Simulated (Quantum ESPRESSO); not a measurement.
# E(q) of MnS (Alabandite) from supercells

This program has no spiral boundary conditions, so spirals of MnS (Alabandite) are built in supercells. What do they cost, in energy and in time?

Method: LDA; plane waves with GBRV 1.5 LDA potentials, no spin-orbit coupling, flat spiral in a supercell, in Quantum ESPRESSO 7.5.

**1. Starting point**

It takes space group Fm-3m (No. 225, cubic). The conventional cell has a = 5.224 Å, b = 5.224 Å, c = 5.224 Å, α = 90.00°, β = 90.00°, γ = 90.00°. Nearest to Mn lie 6 S at 2.61 Å. Nearest to S lie 6 Mn at 2.61 Å. Farther neighbours and most contacts between anions are not listed.

The cell comes from the Crystallography Open Database.

**2. Parallel moments, one cell**

pw.in reads:

```
&CONTROL
  calculation = 'scf'
  prefix = 'pwscf'
  outdir = './tmp'
  pseudo_dir = './pseudo'
  disk_io = 'nowf'
/
&SYSTEM
  ibrav = 0
  celldm(1) = 8
  nat = 2
  ntyp = 2
  ecutwfc = 34
  ecutrho = 238
  nbnd = 34
  occupations = 'smearing'
  smearing = 'fd'
  degauss = 0.00999582
  noncolin = .true.
  starting_magnetization(1) = 0.3
  angle1(1) = 90
  angle2(1) = 0
  starting_magnetization(2) = 0
/
&ELECTRONS
  conv_thr = 4d-09
  electron_maxstep = 150
  mixing_beta = 0.3
/
ATOMIC_SPECIES
Mn     54.9380 mn_lda_v1.5.uspp.F.UPF
S      32.0600 s_lda_v1.4.uspp.F.UPF
CELL_PARAMETERS alat
   0.0000000000000    0.6169483365372    0.6169483365372
   0.6169483365372    0.0000000000000    0.6169483365372
   0.6169483365372    0.6169483365372    0.0000000000000
ATOMIC_POSITIONS crystal
Mn      0.0000000000    0.0000000000    0.0000000000
S       0.5000000000    0.5000000000    0.5000000000
K_POINTS automatic
12 6 6 0 0 0
```

The run is started by

```sh
OMP_NUM_THREADS=1 mpirun -n 2 pw.x -nk 2 -in pw.in > pw.out
```

The log of the run:

```text
Program PWSCF v.7.5 starts

     Message from routine setup:
     using ibrav=0 with symmetry is DISCOURAGED, use correct ibrav instead

     K-points division:     npool     =       2
     Subspace diagonalization in iterative solution of the eigenvalue problem:

     G-vector sticks info
     --------------------
     sticks:   dense  smooth     PW     G-vecs:    dense   smooth      PW
     Sum         805     451    151                15009     6375    1243

     Using Slab Decomposition

     bravais-lattice index     =            0
     lattice parameter (alat)  =       8.0000  a.u.
     unit-cell volume          =     240.4619 (a.u.)^3
     number of atoms/cell      =            2
     number of atomic types    =            2
     number of electrons       =        21.00
     number of Kohn-Sham states=           34
     kinetic-energy cutoff     =      34.0000  Ry
     charge density cutoff     =     238.0000  Ry
     scf convergence threshold =      4.0E-09
     mixing beta               =       0.3000
     number of iterations used =            8  plain     mixing
     Exchange-correlation=  SLA  PZ   NOGX NOGC
                           (   1   1   0   0   0   0   0)
     Noncollinear calculation without spin-orbit

     celldm(1)=   8.000000  celldm(2)=   0.000000  celldm(3)=   0.000000
     celldm(4)=   0.000000  celldm(5)=   0.000000  celldm(6)=   0.000000

     crystal axes: (cart. coord. in units of alat)
               a(1) = (   0.000000   0.616948   0.616948 )
               a(2) = (   0.616948   0.000000   0.616948 )
               a(3) = (   0.616948   0.616948   0.000000 )

     reciprocal axes: (cart. coord. in units 2 pi/alat)
               b(1) = ( -0.810441  0.810441  0.810441 )
               b(2) = (  0.810441 -0.810441  0.810441 )
               b(3) = (  0.810441  0.810441 -0.810441 )

     PseudoPot. # 1 for Mn read from file:
     mn_lda_v1.5.uspp.F.UPF
     Pseudo is Ultrasoft + core correction, Zval = 15.0
     Generated by new atomic code, or converted to UPF format
     Using radial grid of  859 points,  6 beta functions with:
                l(1) =   0
                l(2) =   0
                l(3) =   1
                l(4) =   1
                l(5) =   2
                l(6) =   2
     Q(r) pseudized with  8 coefficients,  rinner =    0.950   0.950   0.950
                                                       0.950   0.950

     PseudoPot. # 2 for S  read from file:
     s_lda_v1.4.uspp.F.UPF
     Pseudo is Ultrasoft + core correction, Zval =  6.0
     Generated by new atomic code, or converted to UPF format
     Using radial grid of  907 points,  6 beta functions with:
                l(1) =   0
                l(2) =   0
                l(3) =   1
                l(4) =   1
                l(5) =   2
                l(6) =   2
     Q(r) pseudized with  8 coefficients,  rinner =    1.300   1.300   1.300
                                                       1.300   1.300

     atomic species   valence    mass     pseudopotential
     Mn               15.00    54.93800     Mn( 1.00)
     S                 6.00    32.06000     S ( 1.00)

     16 Sym. Ops., with inversion, found

   Cartesian axes

     site n.     atom                  positions (alat units)
         1        Mn     tau(   1) = (   0.0000000   0.0000000   0.0000000  )
         2        S      tau(   2) = (   0.6169483   0.6169483   0.6169483  )

     number of k points=    93  Fermi-Dirac smearing, width (Ry)=  0.0100
                       cart. coord. in units 2pi/alat
        k(    1) = (   0.0000000   0.0000000   0.0000000), wk =   0.0023148
        k(    2) = (   0.1350734   0.1350734  -0.1350734), wk =   0.0185185
        k(    3) = (   0.2701469   0.2701469  -0.2701469), wk =   0.0185185
        k(    4) = (  -0.4052203  -0.4052203   0.4052203), wk =   0.0092593
        k(    5) = (   0.2701469   0.0000000  -0.0000000), wk =   0.0046296
        [... 88 further k-points ...]

     Dense  grid:    15009 G-vectors     FFT dimensions: (  36,  36,  36)

     Smooth grid:     6375 G-vectors     FFT dimensions: (  25,  25,  25)

     Check: negative core charge=   -0.000023
     Generating pointlists ...
     new r_m :   0.2545 (alat units)  2.0359 (a.u.) for type    1
     new r_m :   0.2545 (alat units)  2.0359 (a.u.) for type    2

     Initial potential from superposition of free atoms

     starting charge      20.4999, renormalised to      21.0000

 ==============================================================================
     atom number    1 relative position :    0.0000   0.0000   0.0000
     charge :    13.500905  (integrated on a sphere of radius 0.254)
     magnetization :          3.990987    0.000000    0.000000
     magnetization/charge:    0.295609    0.000000    0.000000
     polar coord.: r, theta, phi [deg] :     3.990987   90.000000    0.000000

 ==============================================================================

 ==============================================================================
     atom number    2 relative position :    0.6169   0.6169   0.6169
     charge :     4.506116  (integrated on a sphere of radius 0.254)
     magnetization :          0.064526    0.000000    0.000000
     magnetization/charge:    0.014320    0.000000    0.000000
     polar coord.: r, theta, phi [deg] :     0.064526   90.000000    0.000000

 ==============================================================================
     Starting wfcs are   34 randomized atomic wfcs

     Self-consistent Calculation

     iteration #  1     ecut=    34.00 Ry     beta= 0.30
     Davidson diagonalization with overlap
     ethr =  1.00E-02,  avg # of iterations =  4.4

     total energy              =    -235.14183607 Ry
     estimated scf accuracy    <       0.67275097 Ry

     total magnetization       =     4.39     0.00     0.00 Bohr mag/cell
     absolute magnetization    =     4.39 Bohr mag/cell

     iteration #  2     ecut=    34.00 Ry     beta= 0.30
     Davidson diagonalization with overlap
     ethr =  3.20E-03,  avg # of iterations =  2.3

     total energy              =    -235.29564394 Ry
     estimated scf accuracy    <       0.05705461 Ry

     total magnetization       =     4.37     0.00     0.00 Bohr mag/cell
     absolute magnetization    =     4.37 Bohr mag/cell

     iteration #  3     ecut=    34.00 Ry     beta= 0.30
     Davidson diagonalization with overlap
     ethr =  2.72E-04,  avg # of iterations =  2.7

     total energy              =    -235.30673909 Ry
     estimated scf accuracy    <       0.00735983 Ry

     total magnetization       =     4.51    -0.00     0.00 Bohr mag/cell
     absolute magnetization    =     4.51 Bohr mag/cell

     [... further iterations left out ...]

     iteration #  6     ecut=    34.00 Ry     beta= 0.30
     Davidson diagonalization with overlap
     ethr =  1.05E-07,  avg # of iterations =  4.7

     total energy              =    -235.30797014 Ry
     estimated scf accuracy    <       0.00000177 Ry

     total magnetization       =     4.52     0.00    -0.00 Bohr mag/cell
     absolute magnetization    =     4.52 Bohr mag/cell

     iteration #  7     ecut=    34.00 Ry     beta= 0.30
     Davidson diagonalization with overlap
     ethr =  8.42E-09,  avg # of iterations =  2.8

     total energy              =    -235.30797060 Ry
     estimated scf accuracy    <       0.00000016 Ry

     total magnetization       =     4.52    -0.00    -0.00 Bohr mag/cell
     absolute magnetization    =     4.52 Bohr mag/cell

     iteration #  8     ecut=    34.00 Ry     beta= 0.30
     Davidson diagonalization with overlap
     ethr =  7.42E-10,  avg # of iterations =  2.7

     total energy              =    -235.30797066 Ry
     estimated scf accuracy    <       0.00000006 Ry

     total magnetization       =     4.52     0.00     0.00 Bohr mag/cell
     absolute magnetization    =     4.52 Bohr mag/cell

     iteration #  9     ecut=    34.00 Ry     beta= 0.30
     Davidson diagonalization with overlap
     ethr =  2.69E-10,  avg # of iterations =  2.0

 ==============================================================================
     atom number    1 relative position :    0.0000   0.0000   0.0000
     charge :    13.227926  (integrated on a sphere of radius 0.254)
     magnetization :          4.052245    0.000000   -0.000000
     magnetization/charge:    0.306340    0.000000   -0.000000
     polar coord.: r, theta, phi [deg] :     4.052245   90.000000    0.000000

 ==============================================================================

 ==============================================================================
     atom number    2 relative position :    0.6169   0.6169   0.6169
     charge :     4.623492  (integrated on a sphere of radius 0.254)
     magnetization :          0.128184   -0.000000   -0.000000
     magnetization/charge:    0.027725   -0.000000   -0.000000
     polar coord.: r, theta, phi [deg] :     0.128184   90.000000   -0.000000

 ==============================================================================

     End of self-consistent calculation

     [... lines left out ...]
     the Fermi energy is     9.7952 ev

!    total energy              =    -235.30797068 Ry
     estimated scf accuracy    <          6.1E-10 Ry
     smearing contrib. (-TS)   =      -0.00478699 Ry
     internal energy E=F+TS    =    -235.30318368 Ry

     The total energy is F=E-TS. E is the sum of the following terms:
     one-electron contribution =    -133.73660004 Ry
     hartree contribution      =      74.25314615 Ry
     xc contribution           =     -34.72192240 Ry
     ewald contribution        =    -141.09780739 Ry

     total magnetization       =     4.52    -0.00     0.00 Bohr mag/cell
     absolute magnetization    =     4.52 Bohr mag/cell

     convergence has been achieved in   9 iterations

=------------------------------------------------------------------------------=
   JOB DONE.
=------------------------------------------------------------------------------=
```

Elapsed: 19 s, on 2 MPI ranks of Intel Xeon 6975P-C (Granite Rapids), shared host; peak memory 0.27 GiB.

Spin moment in the atom's sphere by atom:

| atom | x (μB) | y (μB) | z (μB) | size |
| --- | --- | --- | --- | --- |
| Mn1 | 4.05 | 0.00 | 0.00 | 4.05 |
| S2 | 0.13 | 0.00 | 0.00 | 0.13 |

Numbers from this step:

```
smearing term TS       : 0.06513 eV
magnetization          : 4.516, 0, 0 μB
absolute magnetization : 4.516 μB
final state            : ferromagnetic
```

**3. One turn in 2 cells along the input cell's a**

Neighbouring cells are turned by 180° in the xy plane; the cell holds 4 atoms.

pw.in reads:

```
&CONTROL
  calculation = 'scf'
  prefix = 'pwscf'
  outdir = './tmp'
  pseudo_dir = './pseudo'
  disk_io = 'nowf'
/
&SYSTEM
  ibrav = 0
  celldm(1) = 8
  nat = 4
  ntyp = 4
  ecutwfc = 34
  ecutrho = 238
  nbnd = 60
  occupations = 'smearing'
  smearing = 'fd'
  degauss = 0.00999582
  noncolin = .true.
  starting_magnetization(1) = 0.3
  angle1(1) = 90
  angle2(1) = 0
  starting_magnetization(2) = 0.3
  angle1(2) = 90
  angle2(2) = 180
  starting_magnetization(3) = 0
  starting_magnetization(4) = 0
/
&ELECTRONS
  conv_thr = 8d-09
  electron_maxstep = 150
  mixing_beta = 0.3
/
ATOMIC_SPECIES
Mn1    54.9380 mn_lda_v1.5.uspp.F.UPF
Mn2    54.9380 mn_lda_v1.5.uspp.F.UPF
S1     32.0600 s_lda_v1.4.uspp.F.UPF
S2     32.0600 s_lda_v1.4.uspp.F.UPF
CELL_PARAMETERS alat
   0.0000000000000    1.2338966730744    1.2338966730744
   0.6169483365372    0.0000000000000    0.6169483365372
   0.6169483365372    0.6169483365372    0.0000000000000
ATOMIC_POSITIONS crystal
Mn1     0.0000000000    0.0000000000    0.0000000000
Mn2     0.5000000000    0.0000000000    0.0000000000
S1      0.2500000000    0.5000000000    0.5000000000
S2      0.7500000000    0.5000000000    0.5000000000
K_POINTS automatic
6 6 6 0 0 0
```

The log of the run:

```text
     [... lines left out ...]
Program PWSCF v.7.5 starts
     [... lines left out ...]
     number of atoms/cell      =            4
     [... lines left out ...]
     number of electrons       =        42.00
     number of Kohn-Sham states=           60
     kinetic-energy cutoff     =      34.0000  Ry
     charge density cutoff     =     238.0000  Ry
     scf convergence threshold =      8.0E-09
     [... lines left out ...]
     Noncollinear calculation without spin-orbit
     [... lines left out ...]
      2 Sym. Ops. (no inversion) found
     [... lines left out ...]
     number of k points=   114  Fermi-Dirac smearing, width (Ry)=  0.0100
     [... lines left out ...]
     iteration # 11     ecut=    34.00 Ry     beta= 0.30
     [... lines left out ...]
     atom number    1 relative position :    0.0000   0.0000   0.0000
     [... lines left out ...]
     magnetization :          4.086788   -0.000037   -0.000037
     [... lines left out ...]
     atom number    2 relative position :    0.0000   0.6169   0.6169
     [... lines left out ...]
     magnetization :         -4.086784   -0.000023   -0.000023
     [... lines left out ...]
     atom number    3 relative position :    0.6169   0.6169   0.6169
     [... lines left out ...]
     magnetization :         -0.000003   -0.000001   -0.000001
     [... lines left out ...]
     atom number    4 relative position :    0.6169   1.2339   1.2339
     [... lines left out ...]
     magnetization :         -0.000003   -0.000001   -0.000001
     [... lines left out ...]
     the Fermi energy is     9.6382 ev
!    total energy              =    -470.62681682 Ry
     estimated scf accuracy    <          7.4E-09 Ry
     smearing contrib. (-TS)   =      -0.00188961 Ry
     [... lines left out ...]
     total magnetization       =     0.00    -0.00    -0.00 Bohr mag/cell
     absolute magnetization    =     8.72 Bohr mag/cell
     convergence has been achieved in  11 iterations
```

Elapsed: 2 min, on 2 MPI ranks; peak memory 0.62 GiB; 4 min of CPU time.

Spin moment in the atom's sphere by atom:

| atom | x (μB) | y (μB) | z (μB) | size |
| --- | --- | --- | --- | --- |
| Mn1 | 4.09 | 0.00 | 0.00 | 4.09 |
| Mn2 | -4.09 | 0.00 | 0.00 | 4.09 |
| S3 | 0.00 | 0.00 | 0.00 | 0.00 |
| S4 | 0.00 | 0.00 | 0.00 | 0.00 |

Numbers from this step:

```
smearing term TS       : 0.02571 eV
magnetization          : 0, 0, 0 μB
absolute magnetization : 8.719 μB
final state            : antiferromagnetic
```

**4. One turn in 3 cells along the input cell's a**

Neighbouring cells are turned by 120° in the xy plane; the cell holds 6 atoms.

pw.in reads:

```
&CONTROL
  calculation = 'scf'
  prefix = 'pwscf'
  outdir = './tmp'
  pseudo_dir = './pseudo'
  disk_io = 'nowf'
/
&SYSTEM
  ibrav = 0
  celldm(1) = 8
  nat = 6
  ntyp = 6
  ecutwfc = 34
  ecutrho = 238
  nbnd = 84
  occupations = 'smearing'
  smearing = 'fd'
  degauss = 0.00999582
  noncolin = .true.
  starting_magnetization(1) = 0.3
  angle1(1) = 90
  angle2(1) = 0
  starting_magnetization(2) = 0.3
  angle1(2) = 90
  angle2(2) = 120
  starting_magnetization(3) = 0.3
  angle1(3) = 90
  angle2(3) = -120
  starting_magnetization(4) = 0
  starting_magnetization(5) = 0
  starting_magnetization(6) = 0
/
&ELECTRONS
  conv_thr = 1.2d-08
  electron_maxstep = 150
  mixing_beta = 0.3
/
ATOMIC_SPECIES
Mn1    54.9380 mn_lda_v1.5.uspp.F.UPF
Mn2    54.9380 mn_lda_v1.5.uspp.F.UPF
Mn3    54.9380 mn_lda_v1.5.uspp.F.UPF
S1     32.0600 s_lda_v1.4.uspp.F.UPF
S2     32.0600 s_lda_v1.4.uspp.F.UPF
S3     32.0600 s_lda_v1.4.uspp.F.UPF
CELL_PARAMETERS alat
   0.0000000000000    1.8508450096116    1.8508450096116
   0.6169483365372    0.0000000000000    0.6169483365372
   0.6169483365372    0.6169483365372    0.0000000000000
ATOMIC_POSITIONS crystal
Mn1     0.0000000000    0.0000000000    0.0000000000
Mn2     0.3333333333    0.0000000000    0.0000000000
Mn3     0.6666666667    0.0000000000    0.0000000000
S1      0.1666666667    0.5000000000    0.5000000000
S2      0.5000000000    0.5000000000    0.5000000000
S3      0.8333333333    0.5000000000    0.5000000000
K_POINTS automatic
4 6 6 0 0 0
```

The log of the run:

```text
     [... lines left out ...]
Program PWSCF v.7.5 starts
     [... lines left out ...]
     number of atoms/cell      =            6
     [... lines left out ...]
     number of electrons       =        63.00
     number of Kohn-Sham states=           84
     kinetic-energy cutoff     =      34.0000  Ry
     charge density cutoff     =     238.0000  Ry
     scf convergence threshold =      1.2E-08
     [... lines left out ...]
     Noncollinear calculation without spin-orbit
     [... lines left out ...]
     No symmetry found
     [... lines left out ...]
     number of k points=   144  Fermi-Dirac smearing, width (Ry)=  0.0100
     [... lines left out ...]
     iteration # 13     ecut=    34.00 Ry     beta= 0.30
     [... lines left out ...]
     atom number    1 relative position :    0.0000   0.0000   0.0000
     [... lines left out ...]
     magnetization :          4.080799   -0.000107   -0.000008
     [... lines left out ...]
     atom number    2 relative position :    0.0000   0.6169   0.6169
     [... lines left out ...]
     magnetization :         -2.040483    3.534020    0.000027
     [... lines left out ...]
     atom number    3 relative position :    0.0000   1.2339   1.2339
     [... lines left out ...]
     magnetization :         -2.040403   -3.534068   -0.000000
     [... lines left out ...]
     atom number    4 relative position :    0.6169   0.6169   0.6169
     [... lines left out ...]
     magnetization :          0.032996    0.057155    0.000000
     [... lines left out ...]
     atom number    5 relative position :    0.6169   1.2339   1.2339
     [... lines left out ...]
     magnetization :         -0.066003   -0.000001    0.000000
     [... lines left out ...]
     atom number    6 relative position :    0.6169   1.8508   1.8508
     [... lines left out ...]
     magnetization :          0.032998   -0.057160   -0.000000
     [... lines left out ...]
     the Fermi energy is     9.6716 ev
!    total energy              =    -705.93654375 Ry
     estimated scf accuracy    <       0.00000001 Ry
     smearing contrib. (-TS)   =      -0.00678217 Ry
     [... lines left out ...]
     total magnetization       =    -0.00    -0.00     0.00 Bohr mag/cell
     absolute magnetization    =    13.29 Bohr mag/cell
     convergence has been achieved in  13 iterations
```

Elapsed: 6.7 min, on 2 MPI ranks; peak memory 1.3 GiB; 13 min of CPU time.

Spin moment in the atom's sphere by atom:

| atom | x (μB) | y (μB) | z (μB) | size |
| --- | --- | --- | --- | --- |
| Mn1 | 4.08 | 0.00 | 0.00 | 4.08 |
| Mn2 | -2.04 | 3.53 | 0.00 | 4.08 |
| Mn3 | -2.04 | -3.53 | 0.00 | 4.08 |
| S4 | 0.03 | 0.06 | 0.00 | 0.07 |
| S5 | -0.07 | 0.00 | 0.00 | 0.07 |
| S6 | 0.03 | -0.06 | 0.00 | 0.07 |

Read from the output:

| Property | Result |
| --- | --- |
| smearing term TS | 0.09228 eV |
| magnetization | 0, 0, 0 μB |
| absolute magnetization | 13.29 μB |
| final state | non-collinear |

(Part 1 of 2 ends here.)

[Logs and program files are shortened in this print: banners, set-up blocks, solver, clock and traceback lines can be left out without a mark of their own.]

[Logs are printed without paths, hosts, clocks, repeated set-up lines and the standing remarks that a program may print on its own settings, such as how far it seeks lower states.]

[Hosts, paths, dates, database ids (printed as entryN), source tags and the programs' standing remarks are cut or masked in the printed files.]

[Where a cell is said to come from a database of computed structures, the database is the Materials Project.]
